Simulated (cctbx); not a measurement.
# What is wrong with this refinement?

Cell a = 4.1340 Å, b = 4.1340 Å, c = 21.6570 Å, α = 90.00°, β = 90.00°, γ = 90.00°; space group I4/mmm (no. 139). The compound is K3Ti2F7.

The data are simulated with cctbx, not measured: synchrotron X-rays, λ = 0.7749 Å, to d = 0.65 Å, 70 % of the full sphere, strongest reflection 5000 counts, noise from counting, a 4 % proportional error and a noise floor of 8 counts (s.d.); no absorption.

An anisotropic refinement with weights 1/σ² prints:

```text
Rint 0.083, 256 unique reflections to 0.65 A
cycle     R1     wR2    GooF  max shift (A)
   1  0.0530  0.1096   2.055   0.00324
   2  0.0307  0.0678   1.271   0.00005
final R1 0.0308 wR2 0.0678 GooF 1.271  parameters 17  data/parameter 15.1
atom        x        y        z      Ueq    occ   su(xyz)  su(Uiso or U11)
Ti1    0.50000  0.50000  0.40009   0.0122  1.000  0.00007  0.0004
K1     0.50000  0.50000  0.00000   0.0101  1.000  0.00000  0.0006
K2     0.50000  0.50000  0.18804   0.0121  1.000  0.00007  0.0005
F1     0.50000  0.50000  0.30237   0.0142  1.000  0.00021  0.0013
F2     0.00000  0.50000  0.09902   0.0122  1.000  0.00014  0.0011
Na1    0.00000  0.00000  0.00000   0.0301  1.000  0.00000  0.0021
difference map: max 1.70 min -1.80 rms 0.28
Q1    0.0000  0.0000  0.4735    4    1.71  0.57 A from K1
Q2    0.0000  0.0000  0.3563    4    1.22  0.96 A from K2
Q3    0.0000  0.2590  0.0000    8    0.85  1.07 A from Na1
Q4    0.0000  0.5000  0.1644    8    0.76  1.42 A from F2
Q5    0.1821  0.1821  0.0217   16    0.73  1.16 A from Na1
Q6    0.0000  0.3839  0.1200   16    0.70  0.66 A from F2
```

Q: Accept it or mend it, and why?

Mend it. The fault: wrong element: Na1 is F. Against the right model at the same level, R1 goes from 0.0239 to 0.0308 and GooF from 1.01 to 1.27 and U of Na1 swells from 0.0121 to 0.0301 Å². Na1 has 2 electrons too many and its U swells to shed them, as expected (near an absorption edge f′ can widen the mismatch well beyond the difference in Z).

The compound is K3Ti2F7. The right model at the same level gives:

```text
Rint 0.083, 256 unique reflections to 0.65 A
cycle     R1     wR2    GooF  max shift (A)
   1  0.0242  0.0549   1.028   0.00088
   2  0.0239  0.0541   1.014   0.00000
final R1 0.0239 wR2 0.0541 GooF 1.014  parameters 17  data/parameter 15.1
atom        x        y        z      Ueq    occ   su(xyz)  su(Uiso or U11)
Ti1    0.50000  0.50000  0.40005   0.0123  1.000  0.00006  0.0003
K1     0.50000  0.50000  0.00000   0.0100  1.000  0.00000  0.0005
K2     0.50000  0.50000  0.18799   0.0126  1.000  0.00005  0.0004
F1     0.50000  0.50000  0.30240   0.0151  1.000  0.00017  0.0011
F2     0.00000  0.50000  0.09889   0.0126  1.000  0.00011  0.0009
F3     0.00000  0.00000  0.00000   0.0121  1.000  0.00000  0.0015
difference map: max 1.43 min -1.34 rms 0.25
Q1    0.0000  0.0000  0.4722    4    1.43  0.60 A from K1
Q2    0.0000  0.0000  0.3563    4    0.85  0.96 A from K2
Q3    0.1082  0.1082  0.1657   16    0.81  0.94 A from F1
Q4    0.1404  0.1404  0.3438   16    0.80  1.07 A from K2
Q5    0.1883  0.1883  0.0254   16    0.79  1.23 A from F3
Q6    0.2353  0.2353  0.2305   16    0.79  1.55 A from F1
```

Isotropic U is held between 0.0001 and 1 Å² by the program, and listed peak heights are interpolated, so they can pass the grid's maximum.

The model is made up (kin elements in a known structure type, no relaxation), so it says nothing on whether the phase exists.

[Middle refinement cycles are left out of these outputs.]

[Logs are printed without paths, hosts, clocks, repeated set-up lines and the standing remarks that a program may print on its own settings, such as how far it seeks lower states.]
